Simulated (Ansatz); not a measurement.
# Se on W(110): change of the work function

How does Se on the top site change the work function of W(110) as the layer fills?

Calculated with Ansatz 0.2.0; plane-wave DFT, PBE, Ansatz PAW.

This is a report of a sequence of runs, with most program output left out.

### 1. The structure

The cell holds 4 atoms: 4 W. Its edges and angles: a = 2.737 Å, b = 2.737 Å, c = 24.703 Å, α = 90.0°, β = 90.0°, γ = 70.5°. Vacuum lies along c.

### 2. The clean slab

The bare slab comes first, as the zero from which every change is counted. The two lowest layers are held at bulk places and the upper ones relax. The dipole correction removes the false field that a one-sided slab makes across the periodic vacuum, so each face gets a flat vacuum level of its own.

Contents of input.yaml:

```yaml
crystal:
  lattice:
    - [2.2344574285, -1.58, 0.0]
    - [2.2344574285, 1.58, 0.0]
    - [0.0, 0.0, 24.7033722856]
  atoms:
    - { symbol: W, position: [0.0, 0.0, 0.3643227287] }
    - { symbol: W, position: [0.5, 0.5, 0.4547742429] }
    - { symbol: W, position: [0.0, 0.0, 0.5452257571] }
    - { symbol: W, position: [0.5, 0.5, 0.6356772713] }
kpoints:
  mp_grid: { grid: [12, 12, 1] }
hamiltonian:
  xc: pbe
scf:
  occupations: { method: fermi_dirac, width: 0.1 }
  convergence: { dr2_threshold: 1.0e-08 }
efield:
  axis: 3
  dipole_correction: true
  ramp_position: 0.97
  ramp_width: 0.06
relax:
  f_tol: 0.02
  max_steps: 60
  constraints: [{ sites: [0, 1] }]
output:
  write_potential: true
  write_density: true
  volumetric_format: npy
```

Command:

```sh
$ ansatz run input.yaml --threads 4 --pin off --max-ram 6144MiB --backend cpu --events-out ev --progress --plain --runs-dir out
```

The job ended after 22 s (4 threads of Arm Neoverse V2, shared host; peak memory 0.58 GiB; 88 s of CPU time).

Step by step:

```
step  energy less that of the first step (eV)  largest force component (eV/Å)
   1                                   0.0000                          0.6535
   2                                   0.0440                          1.3654
   3                                  -0.0126                          0.0900
   4                                  -0.0130                          0.0113
```

Relaxation step 2 was tried and not accepted.

Forces are held to the 4 operations that the run works with; a distortion that breaks them can't arise in this run.

The atoms that moved most (Å):

```
atom     dx     dy     dz  length
  W3  0.000  0.000  0.038   0.038
```

Final coordinates:

```xyz
4
Lattice="2.2345 -1.5800 0.0000 2.2345 1.5800 0.0000 0.0000 0.0000 24.7034" Properties=species:S:1:pos:R:3
W     0.0000    0.0000    9.0000
W     2.2345    0.0000   11.2345
W     0.0000    0.0000   13.5068
W     2.2345    0.0000   15.6990
```

Numbers from this step:

| Quantity | Value |
| --- | --- |
| energy at zero smearing | -41536.4168 eV |
| work function, upper face | 4.845 eV |
| work function, lower face | 4.899 eV |
| dipole along the normal | 0.002118 e·Å |
| step between the vacuum levels | -0.05427 eV |

Running mean over 2.234 Å of the planar mean; the ramp of the sawtooth is left out. Table of electron's electrostatic potential energy less the Fermi level by z:

```
z (Å)  electron's electrostatic potential energy less the Fermi level (eV)
  3.5                                                                 4.90
  4.0                                                                 4.90
  4.5                                                                 4.90
  5.0                                                                 4.89
  5.5                                                                 4.86
  6.0                                                                 4.75
  6.5                                                                 4.41
  7.0                                                                 3.30
  7.5                                                               -0.135
  8.0                                                                -5.75
  8.5                                                                -10.5
  9.0                                                                -12.2
  9.5                                                                -12.5
 10.0                                                                -12.6
 10.5                                                                -12.7
 11.0                                                                -12.7
 11.5                                                                -12.7
 12.0                                                                -12.5
 12.5                                                                -12.4
 13.0                                                                -12.6
 13.5                                                                -12.8
 14.0                                                                -13.0
 14.5                                                                -13.1
 15.0                                                                -12.9
 15.5                                                                -12.5
 16.0                                                                -11.5
 16.5                                                                -7.95
 17.0                                                                -2.27
 17.5                                                                 2.24
 18.0                                                                 4.06
 18.5                                                                 4.61
 19.0                                                                 4.78
 19.5                                                                 4.82
 20.0                                                                 4.84
 20.5                                                                 4.84
 21.0                                                                 4.84
 21.5                                                                 4.84
```

The relaxation took 4 steps and lowered the energy by 0.013 eV; the largest force on the free atoms ends at 0.011 eV/Å.

The work function of the upper face is 4.84 eV.

### 3. The covered slab, k-mesh 6×6×1, coverage 0.25 ML

System of this step: W16Se (Se/W(110)). The cell holds 17 atoms: 16 W and 1 Se. Its edges and angles: a = 5.473 Å, b = 5.473 Å, c = 27.660 Å, α = 90.0°, β = 90.0°, γ = 70.5°. Vacuum lies along c.

The clean slab as it ended is repeated in the plane and the adsorbate is set on one face; the cell's size fixes the coverage, and the k-mesh shrinks with it to keep the sampling density about even. Adsorbate and upper layers relax, since the dipole depends on the height.

Contents of input.yaml:

```yaml
crystal:
  lattice:
    - [4.468914857, -3.16, 0.0]
    - [4.468914857, 3.16, 0.0]
    - [0.0, 0.0, 27.6599615893]
  atoms:
    - { symbol: W, position: [0.0, 0.0, 0.3253800614] }
    - { symbol: W, position: [0.25, 0.25, 0.4061631609] }
    - { symbol: W, position: [0.0, 0.0, 0.488315671] }
    - { symbol: W, position: [0.25, 0.25, 0.5675698984] }
    - { symbol: W, position: [0.0, 0.5, 0.3253800614] }
    - { symbol: W, position: [0.25, 0.75, 0.4061631609] }
    - { symbol: W, position: [0.0, 0.5, 0.488315671] }
    - { symbol: W, position: [0.25, 0.75, 0.5675698984] }
    - { symbol: W, position: [0.5, 0.0, 0.3253800614] }
    - { symbol: W, position: [0.75, 0.25, 0.4061631609] }
    - { symbol: W, position: [0.5, 0.0, 0.488315671] }
    - { symbol: W, position: [0.75, 0.25, 0.5675698984] }
    - { symbol: W, position: [0.5, 0.5, 0.3253800614] }
    - { symbol: W, position: [0.75, 0.75, 0.4061631609] }
    - { symbol: W, position: [0.5, 0.5, 0.488315671] }
    - { symbol: W, position: [0.75, 0.75, 0.5675698984] }
    - { symbol: Se, position: [0.25, 0.25, 0.6746199386] }
kpoints:
  mp_grid: { grid: [6, 6, 1] }
hamiltonian:
  xc: pbe
scf:
  occupations: { method: fermi_dirac, width: 0.1 }
  convergence: { dr2_threshold: 1.0e-08 }
efield:
  axis: 3
  dipole_correction: true
  ramp_position: 0.97
  ramp_width: 0.06
relax:
  f_tol: 0.02
  max_steps: 60
  constraints: [{ sites: [0, 1, 4, 5, 8, 9, 12, 13] }]
output:
  bader: true
  dos: { projected: true, e_range: [-8, 4] }
  write_potential: true
  write_density: true
  volumetric_format: npy
  elf: true
```

Run time: 5.2 min. Hardware: 4 threads; peak memory 3.1 GiB; 20 min of CPU time.

Step by step:

```
step  energy less that of the first step (eV)  largest force component (eV/Å)
   1                                   0.0000                          2.9894
   2                                  -0.8721                          2.8399
   3                                  -1.4892                          0.3196
   4                                  -1.4791                          0.4659
   5                                  -1.5128                          0.0902
   6                                  -1.5140                          0.0163
```

Relaxation step 4 was tried and not accepted.

The run keeps the 4 symmetry operations that it works with, so distortions that break them were not tested.

The atoms that moved most (Å):

```
atom      dx      dy      dz  length
Se17   0.000   0.000  -0.427   0.427
  W4   0.000   0.000   0.216   0.216
 W16   0.000   0.000  -0.080   0.080
  W3   0.039   0.000   0.012   0.040
 W15  -0.039   0.000   0.012   0.040
  W7   0.000   0.008  -0.019   0.021
 W11   0.000  -0.008  -0.019   0.021
 W12   0.000   0.000  -0.013   0.013
```

The relaxed structure:

```xyz
17
Lattice="4.4689 -3.1600 0.0000 4.4689 3.1600 0.0000 0.0000 0.0000 27.6600" Properties=species:S:1:pos:R:3
W     0.0000    0.0000    9.0000
W     2.2345    0.0000   11.2345
W     0.0386    0.0000   13.5186
W     2.2345    0.0000   15.9149
W     2.2345    1.5800    9.0000
W     4.4689    1.5800   11.2345
W     2.2345    1.5878   13.4874
W     4.4689    1.5800   15.6855
W     2.2345   -1.5800    9.0000
W     4.4689   -1.5800   11.2345
W     2.2345   -1.5878   13.4874
W     4.4689   -1.5800   15.6855
W     4.4689    0.0000    9.0000
W     6.7034    0.0000   11.2345
W     4.4303    0.0000   13.5186
W     6.7034    0.0000   15.6194
Se    2.2345    0.0000   18.2332
```

Numbers from this step:

```
energy at zero smearing   : -171616.1756 eV
work function, upper face : 4.908 eV
dipole along the normal   : -0.001424 e·Å
```

Running mean over 2.234 Å of the planar mean; the ramp of the sawtooth is left out. Electron's electrostatic potential energy less the Fermi level against z:

z (Å), electron's electrostatic potential energy less the Fermi level (eV) and a bar from the least value:
```
        4        4.9 ##############################
        5        4.9 ##############################
        6        4.8 ##############################
        7        3.3 ###########################
        8       -5.8 ############
        9      -12.2 #
       10      -12.6 
       11      -12.7 
       12      -12.5 #
       13      -12.5 
       14      -12.8 
       15      -12.6 
       16      -11.7 ##
       17       -3.6 ################
       18        1.9 #########################
       19        3.1 ###########################
       20        4.5 #############################
       21        4.9 ##############################
       22        4.9 ##############################
       23        4.9 ##############################
       24        4.9 ##############################
```

The density of states has structure finer than the step of the table below, so its rows give means over 0.25 eV, whole bins alone (the curve runs from -8 to 1.98 eV). Peaks (eV: height): -3.400: 34.0, -3.280: 33.9, -3.220: 34.3, -3.130: 36.8, -3.010: 30.3, -2.890: 30.6, -1.980: 29.6.

Table of density of states by energy, zero at the Fermi level; means over each step:

```
energy (eV)  density of states (states/eV a cell)
      -7.75                                 0.942
      -7.50                                  1.81
      -7.25                                  2.00
      -7.00                                  2.29
      -6.75                                  2.16
      -6.50                                  1.68
      -6.25                                  4.42
      -6.00                                  5.36
      -5.75                                  11.0
      -5.50                                  8.37
      -5.25                                  11.4
      -5.00                                  11.8
      -4.75                                  14.8
      -4.50                                  20.2
      -4.25                                  12.3
      -4.00                                  12.7
      -3.75                                  8.44
      -3.50                                  12.7
      -3.25                                  27.8
      -3.00                                  26.1
      -2.75                                  21.3
      -2.50                                  20.5
      -2.25                                  20.8
      -2.00                                  23.5
      -1.75                                  20.4
      -1.50                                  22.9
      -1.25                                  15.4
      -1.00                                  13.6
      -0.75                                  11.6
      -0.50                                  10.4
      -0.25                                  11.1
       0.00                                  10.6
       0.25                                  12.8
       0.50                                  12.9
       0.75                                  14.9
       1.00                                  17.0
       1.25                                  19.0
       1.50                                  21.4
       1.75                                  19.3
```

Projected DOS per atom over height of the atomic layer and energy from the Fermi level. Layers: W4 W4 W4 W4 Se from below.

Ten even steps from '0' (0.00 states/eV) to '9' (2.81 states/eV), each cell a mean:
```
34331
33342
32232
31121
31121
31121
41131
52242
53443
44443
45445
35559
11121
22220
34430
13310
12210
11110
00000
00000
00000
00000
```
Columns: height of the atomic layer (Å) from 9 to 18.2 (not evenly spaced); rows upwards: energy from the Fermi level (eV) from -7.96 to 1.95.

ELF in the ca plane at fractional y = 0.250, with atoms of W and Se within 0.2 Å of it. It is the smooth field of the valence electrons, not physical close to the nuclei.

Values, 8 rows by 16 columns, each cell a mean:
```
0.37 0.34 0.41 0.38 0.36 0.41 0.38 0.30 0.21 0.31 0.21 0.03 0.00 0.00 0.00 0.00
0.39 0.44 0.48 0.38 0.38 0.40 0.47 0.46 0.06 0.02 0.01 0.00 0.00 0.00 0.00 0.00
0.38 0.40 0.56 0.35 0.36 0.39 0.53 0.42 0.07 0.06 0.03 0.00 0.00 0.00 0.00 0.00
0.38 0.37 0.36 0.42 0.38 0.43 0.34 0.32 0.31 0.47 0.33 0.06 0.00 0.00 0.00 0.00
0.38 0.34 0.41 0.38 0.38 0.41 0.36 0.35 0.61 0.77 0.69 0.19 0.01 0.00 0.00 0.00
0.40 0.44 0.48 0.37 0.40 0.34 0.50 0.49 0.62 0.51 0.81 0.28 0.02 0.00 0.00 0.00
0.39 0.40 0.56 0.35 0.38 0.35 0.49 0.49 0.64 0.62 0.79 0.26 0.01 0.00 0.00 0.00
0.38 0.37 0.36 0.42 0.39 0.43 0.36 0.34 0.56 0.74 0.61 0.15 0.01 0.00 0.00 0.00
```
Columns run along c (16.0 Å, from fractional 0.33 to 0.91 of the cell), rows up along a (5.5 Å). Atoms in or near the plane, at fractional coordinates: W at (0.41, 0.25), W at (0.58, 0.25), W at (0.41, 0.75), W at (0.57, 0.75), Se at (0.66, 0.25).

Electrostatic potential energy in the ca plane at fractional y = 0.250, with atoms of W and Se within 0.2 Å of it. With pseudopotentials it is smooth inside the atoms' cores, unlike the true potential.

Values in eV, 8 rows by 16 columns, each cell a mean:
```
  3  -2 -16   2   1   3 -14  -5   7   9   9   9   9   9   9   9
  4 -21 -54  -7   4  -2 -50 -30   6   9   9   9   9   9   9   9
  4 -16 -47  -5   3  -1 -43 -24   6   9   9   9   9   9   9   9
  2   2  -6   4   1   4  -5   0   8   8   9   9   9   9   9   9
  3  -2 -16   2   2   4 -10 -10   1  -5   7   9   9   9   9   9
  4 -21 -54  -7   4   3 -41 -42 -10  -7   1   9   9   9   9   9
  4 -16 -47  -5   4   3 -34 -35  -8 -10   3   9   9   9   9   9
  2   2  -6   4   1   4  -3  -2   4   0   8   9   9   9   9   9
```
Columns run along c (16.0 Å, from fractional 0.33 to 0.91 of the cell; values clipped at the 3rd and 97th percentile), rows up along a (5.5 Å). Atoms in or near the plane, at fractional coordinates: W at (0.41, 0.25), W at (0.58, 0.25), W at (0.41, 0.75), W at (0.57, 0.75), Se at (0.66, 0.25).

Valence density in the ca plane at fractional y = 0.250, with atoms of W and Se within 0.2 Å of it. It is the smooth field of the valence electrons, not physical close to the nuclei.

Ten steps, logarithmic in the rise over the least value, from '0' (0 e/Å³) to '9' (29 e/Å³), each cell a mean:
```
11111222111111111222100000000000000000000000
11112444211111112444210000000000000000000000
11124565421111123566410000000000000000000000
11124656421111124656520000000000000000000000
11124565421111123566410000000000000000000000
11112444211111112344210000000000000000000000
11111222111111111222110000000000000000000000
11111121111111111111110011100000000000000000
11111333111111111233211122210000000000000000
11113555311111111355432246531000000000000000
11124666421111112566642379841000000000000000
11124666421111112566642379841000000000000000
11113555311111111355422246521000000000000000
11111232111111111233211122210000000000000000
11111111111111111111110011100000000000000000
```
Columns run along c (16.0 Å, from fractional 0.33 to 0.91 of the cell), rows up along a (5.5 Å). Atoms in or near the plane, at fractional coordinates: W at (0.41, 0.25), W at (0.58, 0.25), W at (0.41, 0.75), W at (0.57, 0.75), Se at (0.66, 0.25).

The relaxation took 6 steps and lowered the energy by 1.5 eV; the largest force on the free atoms ends at 0.016 eV/Å.

The covered face has 4.91 eV, +0.06 eV against the clean one; the bare back face has moved by +0.00 eV, a measure of how thin the slab is.

(Part 1 of 3 ends here.)

[Logs are printed without paths, hosts, clocks, repeated set-up lines and the standing remarks that a program may print on its own settings, such as how far it seeks lower states.]

[Hosts, paths, dates, database ids (printed as entryN), source tags and the programs' standing remarks are cut or masked in the printed files.]

[Maps of the electrostatic potential energy from Ansatz leave out the sawtooth potential of an applied field or a dipole correction, so their vacuum need not be flat; planar profiles and work functions include it.]

[The density of states shown here was stored with 400 of the rows of the run's finer table, so its peaks can read low, often by over a quarter, or be missed, and its means over a window can be off by a tenth or more.]
